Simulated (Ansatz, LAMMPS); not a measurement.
**Molecular dynamics of glassy 74TiO2-26ZrO2 (mol %) (105 atoms)**

Aim: follow glassy 74TiO2-26ZrO2 (mol %) (105 atoms) for a short time with forces from DFT, then look at structure and electrons in the last frame.

Calculated with Ansatz 0.2.0; Kohn-Sham DFT, r2SCAN, PAW (set soft_2), plane waves.

**1. The structure**

The cell holds 105 atoms: 26 Ti, 9 Zr and 70 O. Cell: a = 11.076 Å, b = 11.076 Å, c = 11.076 Å, α = 90.0°, β = 90.0°, γ = 90.0°. 105 atoms (26 Ti, 9 Zr, 70 O) placed at random at 3.98 g/cm³, melted at 4000 K for 10 ps at fixed volume with the Morse and Coulomb pair potential with partial charges (Pedone, Malavasi, Menziani, Cormack and Segre, J. Phys. Chem. B 110, 11780 (2006)). Quenched from 4000 K to 300 K at 50 K/ps and fixed volume, held 10 ps at zero pressure, then minimised at fixed cell.

What the set-up can't give: The quench rate of 50 K/ps is orders of magnitude faster than experiment, which tends to freeze in extra defects. The network of bonds at the start is that of the classical potential that made the cell. Only the Γ point is sampled, in a cell whose shortest periodic width is 11 Å.

**2. Dynamics started at 900 K**

A Nosé–Hoover thermostat steers the temperature while disturbing the dynamics little. The time step is 1.0 fs.

Contents of input.yaml:

```yaml
crystal:
  lattice:
    - [11.07581, 0.0, 0.0]
    - [0.0, 11.07581, 0.0]
    - [0.0, 0.0, 11.07581]
  atoms:
    - { symbol: Ti, position: [0.18823, 0.19801, 0.67109] }
    - { symbol: Ti, position: [0.61608, 0.58385, 0.71554] }
    - { symbol: Ti, position: [0.70084, 0.85871, 0.78781] }
    - { symbol: Ti, position: [0.34767, 0.19834, 0.42061] }
    [... 95 atom lines left out ...]
    - { symbol: O, position: [0.49564, 0.69332, 0.7297] }
    - { symbol: O, position: [0.00095, 0.28135, 0.38038] }
    - { symbol: O, position: [0.32745, 0.88869, 0.62866] }
    - { symbol: O, position: [0.02586, 0.24263, 0.68466] }
    - { symbol: O, position: [0.55114, 0.23876, 0.10165] }
    - { symbol: O, position: [0.33168, 0.80684, 0.08918] }
kpoints:
  mp_grid: { grid: [1, 1, 1] }
hamiltonian:
  xc: r2scan
scf:
  occupations: { method: fermi_dirac, width: 0.078 }
output:
  forces: true
md:
  timestep: 1.0
  n_steps: 68
  ensemble: nvt_nose_hoover
  temperature: 900
  initial_velocities: maxwell_boltzmann
  seed: 9899
```

Launch:

```console
$ ansatz run input.yaml --threads 4 --pin off --max-ram 8192MiB --backend cpu --events-out ev --progress --plain --runs-dir out
```

Wall time 39 min (4 threads of Arm Neoverse V2, shared host); peak memory 4.2 GiB.

The program notes that it switched symmetry off.

Rows from the run:

```csv
time (fs),T (K),potential (meV/atom),conserved (meV/atom)
0.0,900,0.0,0.00
5.0,797,13.2,0.03
9.0,674,29.0,0.06
14.0,566,43.0,0.07
18.0,535,47.2,0.06
23.0,541,46.8,0.05
27.0,567,43.9,0.05
32.0,602,40.0,0.04
36.0,618,38.5,0.04
41.0,612,40.2,0.04
45.0,591,43.8,0.06
50.0,582,46.0,0.07
54.0,605,43.9,0.06
59.0,643,40.3,0.04
63.0,647,41.0,0.04
68.0,622,45.6,0.06
```

Mean square displacement from the first frame to the last: Ti 0.062 Å², Zr 0.074 Å², O 0.083 Å².

The mean square displacement by time lag:

```csv
time lag (fs),O (Å²),Ti (Å²),Zr (Å²)
1.0,8.8e-5,3.5e-5,2.5e-5
2.0,3.5e-4,1.4e-4,9.9e-5
3.0,7.8e-4,3.1e-4,2.2e-4
5.0,0.00213,8.6e-4,6.1e-4
6.0,0.00304,0.00123,8.8e-4
7.0,0.00409,0.00167,0.00119
9.0,0.00657,0.00271,0.00195
10.0,0.00798,0.00332,0.00240
12.0,0.0111,0.00469,0.00342
13.0,0.0128,0.00544,0.00399
14.0,0.0146,0.00624,0.00461
16.0,0.0182,0.00795,0.00595
17.0,0.0202,0.00885,0.00667
18.0,0.0221,0.00978,0.00743
20.0,0.0261,0.0117,0.00906
21.0,0.0281,0.0127,0.00993
23.0,0.0321,0.0148,0.0118
24.0,0.0340,0.0158,0.0127
25.0,0.0360,0.0169,0.0137
27.0,0.0399,0.0190,0.0158
28.0,0.0418,0.0201,0.0169
29.0,0.0437,0.0212,0.0180
31.0,0.0474,0.0233,0.0203
32.0,0.0492,0.0244,0.0215
34.0,0.0527,0.0265,0.0239
```

Over the second half of 68 fs the temperature averages 615 K with swings of 22 K r.m.s. The conserved energy stays within 0.07 meV/atom. From first frame to last O has the largest mean square displacement, 0.083 Å² at the end; the farthest move is 0.74 Å. The mean temperature of 615 K lies well off the 900 K of the input, so the thermostat hasn't yet brought the run to equilibrium. The count of bonds goes from 182 in the first frame to 185 in the last, by one set of cutoffs: 3 pairs passed out of them and 6 came within. The run spans 0.07 ps, too short for its means to be equilibrium values.

**3. Structure statistics late in the run**

The g(r) is a mean over the second half; what follows it is taken at the last frame.

Density 3.89 g/cm³, 12.94 Å³ an atom.

Mean of 19 frames. g(r), total and by pair (bins of 0.2 Å):

```csv
r (Å),total,O-O,O-Ti,O-Zr,Ti-Ti,Ti-Zr,Zr-Zr
1.60,0.05,0.00,0.14,0.00,0.00,0.00,0.00
1.80,1.80,0.00,5.33,0.39,0.00,0.00,0.00
2.00,1.79,0.00,3.97,4.18,0.00,0.00,0.00
2.20,0.70,0.01,0.57,4.46,0.00,0.00,0.00
2.40,0.41,0.45,0.27,1.03,0.00,0.00,0.00
2.60,0.85,1.77,0.11,0.24,0.00,0.00,0.00
2.80,1.27,2.69,0.15,0.08,0.20,0.00,0.00
3.00,1.10,2.01,0.37,0.16,0.43,0.91,0.00
3.20,0.94,1.33,0.45,0.28,0.95,2.54,1.44
3.40,0.87,0.97,0.61,0.39,2.09,1.45,1.01
3.60,1.08,0.75,0.83,1.02,3.20,3.46,1.82
3.80,1.04,0.62,1.34,1.11,1.28,2.66,0.15
4.00,0.96,0.68,1.33,1.05,0.76,1.00,1.21
4.20,1.06,0.65,1.68,1.37,0.62,0.47,0.45
4.40,1.03,0.62,1.55,1.10,1.09,1.18,0.32
4.60,0.95,0.82,1.16,1.20,0.72,0.44,0.34
4.80,1.06,1.04,0.97,1.78,0.67,0.82,0.15
5.00,1.09,1.16,1.04,1.39,0.80,0.49,0.36
5.20,1.01,1.31,0.72,0.65,1.26,0.91,0.58
5.40,1.02,1.37,0.77,0.62,0.82,0.71,1.27
```

Bonds by pair of elements; cutoffs follow the first minimum of g(r), held within bounds set by covalent radii, and pairs that aren't listed don't count as bonded:

```csv
pair A-B,cutoff (Å),bonds,mean length (Å),spread (Å),shortest (Å),B about A,A about B
O-Ti,2.64,130,1.95,0.187,1.67,1.86,5
O-Zr,2.82,55,2.15,0.169,1.89,0.786,6.11
```

How many atoms have how many bonded neighbours:

```csv
element,mean,2,3,4,5,6,7
O,2.64,28,39,3,0,0,0
Ti,5,0,0,7,13,5,1
Zr,6.11,0,0,0,1,6,2
```

Bond angles (no mean is given where the spread exceeds 20°):

```csv
angle,count,mean (°),spread (°)
O-Ti-O,268,-,-
O-Zr-O,142,-,-
Ti-O-Zr,83,118,19.2
Ti-O-Ti,72,-,-
Zr-O-Zr,8,116,16.6
```

Bond length by coordination (bonds to H left out):

```csv
element,coordination,atoms,mean bond length (Å)
O,2,28,1.87
O,3,39,2.06
O,4,3,2.18
Ti,4,7,1.85
Ti,5,13,1.94
Ti,6,5,2.02
Ti,7,1,2.17
Zr,5,1,2.10
Zr,6,6,2.14
Zr,7,2,2.20
```

First main peaks of g(r), for some of the pairs, lie near 2.8 Å (O-O), 1.9 Å (O-Ti), 2.1 Å (O-Zr) and 3.6 Å (Ti-Ti). With the cutoffs above, 56 % of O atoms have 3, 50 % of Ti atoms have 5 and 67 % of Zr atoms have 6 bonded neighbours.

**4. Single point at the last frame**

The last frame is solved again with fuller output, to read the electronic structure of a thermally displaced geometry.

Contents of input.yaml:

```yaml
crystal:
  lattice:
    - [11.07581, 0.0, 0.0]
    - [0.0, 11.07581, 0.0]
    - [0.0, 0.0, 11.07581]
  atoms:
    - { symbol: Ti, position: [0.18797, 0.17972, 0.66839] }
    - { symbol: Ti, position: [0.61326, 0.60198, 0.72004] }
    - { symbol: Ti, position: [0.70843, 0.86679, 0.7802] }
    - { symbol: Ti, position: [0.36934, 0.1616, 0.42133] }
    [... 95 atom lines left out ...]
    - { symbol: O, position: [0.48157, 0.71419, 0.74423] }
    - { symbol: O, position: [0.01171, 0.28528, 0.35714] }
    - { symbol: O, position: [0.29905, 0.90271, 0.65095] }
    - { symbol: O, position: [0.03304, 0.23712, 0.68852] }
    - { symbol: O, position: [0.55432, 0.24549, 0.09501] }
    - { symbol: O, position: [0.36546, 0.8512, 0.05199] }
kpoints:
  mp_grid: { grid: [1, 1, 1] }
hamiltonian:
  xc: r2scan
scf:
  occupations: { method: fixed }
output:
  forces: true
  stress: true
  populations: intrinsic
  dos:
    method: { smearing: { sigma: 0.08 } }
    de: 0.1
    projected: { site_lists: { O: [O], Ti: [Ti], Zr: [Zr] } }
  eigenvalues: true
  write_density: true
  write_potential: true
  volumetric_format: npy
```

The job ended after 88 s (4 threads; peak memory 4 GiB; 5.8 min of CPU time).

Numbers from this run:

```
free energy                                      : -142820.6860 eV
free energy per atom                             : -1360.1970 eV/atom
SCF cycles                                       : 13
pressure                                         : -1.321 GPa
r.m.s. force component                           : 0.9822 eV/Å
longest force                                    : 4.947 eV/Å
Fermi energy                                     : 6.588 eV
gap (highest filled to lowest empty level) : 2.468 eV
```

Neighbours are counted within 2.64 Å (O-Ti), 2.82 Å (O-Zr), the cutoffs taken from the dynamics.

Length of the force by element and coordination:

```csv
element,coordination,atoms,mean length of the force (eV/Å),spread,least,most
O,all,70,1.31,0.679,0.127,3.40
O,2,28,1.27,0.647,0.127,2.68
O,3,39,1.34,0.715,0.433,3.40
O,4,3,1.17,0.399,0.622,1.57
Ti,all,26,1.89,0.993,0.480,4.95
Ti,4,7,2.24,0.774,0.928,3.24
Ti,5,13,1.86,1.09,0.560,4.95
Ti,6,5,1.42,0.895,0.480,3.10
Ti,7,1,2.25,0,2.25,2.25
Zr,all,9,1.74,0.803,0.873,3.71
Zr,5,1,3.71,0,3.71,3.71
Zr,6,6,1.44,0.468,0.873,2.26
Zr,7,2,1.65,0.107,1.55,1.76
```

Intrinsic-atomic-orbital charges by element and coordination:

```csv
element,coordination,atoms,mean charge (e),spread,least,most
O,all,70,-0.716,0.0613,-0.875,-0.563
O,2,28,-0.667,0.0485,-0.781,-0.563
O,3,39,-0.746,0.0418,-0.833,-0.666
O,4,3,-0.784,0.0662,-0.875,-0.719
Ti,all,26,1.40,0.0274,1.36,1.45
Ti,4,7,1.39,0.0262,1.36,1.44
Ti,5,13,1.39,0.02,1.36,1.43
Ti,6,5,1.42,0.0281,1.37,1.45
Ti,7,1,1.45,0,1.45,1.45
Zr,all,9,1.53,0.0283,1.48,1.57
Zr,5,1,1.55,0,1.55,1.55
Zr,6,6,1.53,0.0295,1.48,1.57
Zr,7,2,1.53,0.0287,1.50,1.55
```

Density of states as counts of states in windows of 1 eV (from the Fermi level), total and the larger projections:

```csv
from (eV),to (eV),total,O p,Ti d,Zr d,O s
-18,-17,90.3,0.2,4.8,2.3,76.1
-17,-16,22.8,0.1,1.1,0.5,19.8
-16,-6,0.0,0.0,0.0,0.0,0.0
-6,-5,10.6,7.5,1.7,0.7,0.1
-5,-4,77.3,54.8,13.5,5.5,0.3
-4,-3,101.5,75.5,17.2,4.7,0.5
-3,-2,90.6,73.9,10.6,2.6,0.8
-2,-1,93.5,82.5,6.8,1.6,0.7
-1,0,45.8,42.3,2.1,0.5,0.2
0,1,0.7,0.6,0.0,0.0,0.0
1,2,0.0,0.0,0.0,0.0,0.0
2,3,19.3,1.7,16.3,0.8,0.1
3,4,74.0,8.3,57.3,5.2,1.0
4,5,79.1,12.7,50.3,10.5,2.1
```

The curve was stored every 0.100 eV, coarse against its broadening of 0.08 eV, so these counts are rough.

With fixed occupations the program's Fermi level is the highest filled level; weight inside the gap is the broadening of levels at its edges.

Between -26 and -18 eV lie 27 more states.

The stored curve holds about 560 of the 840 electrons; the rest, give or take the few that broadening carries across the Fermi level, lie in deeper levels below its range.

The levels nearest the highest filled one (over half full), pooled over k-points and spins:

```csv
level less the highest filled one (eV),occupation
-0.409,2
-0.389,2
-0.326,2
-0.265,2
-0.0389,2
0,2
2.47,0
2.58,0
2.64,0
2.78,0
2.86,0
2.87,0
```

Mean intrinsic-atomic-orbital charges: O -0.72, Ti +1.40, Zr +1.53 e. The largest share in the top eV of filled states is O p (93 % of the projected weight), and in the lowest eV of empty states Ti d (84 % of the projected weight).

**5. Results**

```json
{
 "mean temperature, second half": "615 K",
 "temperature swing, second half": "21.53 K",
 "slope of the conserved energy against time, by least squares": "0.0972 meV/atom/ps",
 "free energy per atom": "-1360.1970 eV/atom",
 "pressure": "-1.321 GPa",
 "r.m.s. force component": "0.9822 eV/Å",
 "gap (highest filled to lowest empty level)": "2.468 eV",
 "wall time of the 2 DFT runs": "41 min"
}
```

In words: Over the second half of 68 fs the temperature averages 615 K with swings of 22 K r.m.s. The conserved energy stays within 0.07 meV/atom. The mean temperature of 615 K lies well off the 900 K of the input, so the thermostat hasn't yet brought the run to equilibrium. The count of bonds goes from 182 in the first frame to 185 in the last, by one set of cutoffs: 3 pairs passed out of them and 6 came within. The run spans 0.07 ps, too short for its means to be equilibrium values. With the cutoffs above, 56 % of O atoms have 3, 50 % of Ti atoms have 5 and 67 % of Zr atoms have 6 bonded neighbours. The highest filled and lowest empty levels differ by 2.47 eV (at Γ alone); a semilocal functional tends to put such gaps too low. In a disordered cell it changes from sample to sample, and tail or defect levels can set it.

Caveats: The network of bonds at the start is that of the classical potential that made the cell; in DFT 3 of its 182 bonded pairs passed out of the cutoffs and 6 came within them. The pressure of a single frame lacks the kinetic term, about 0.66 GPa here.

[Logs are printed without paths, hosts, clocks, repeated set-up lines and the standing remarks that a program may print on its own settings, such as how far it seeks lower states.]

[Hosts, paths, dates, database ids (printed as entryN), source tags and the programs' standing remarks are cut or masked in the printed files.]
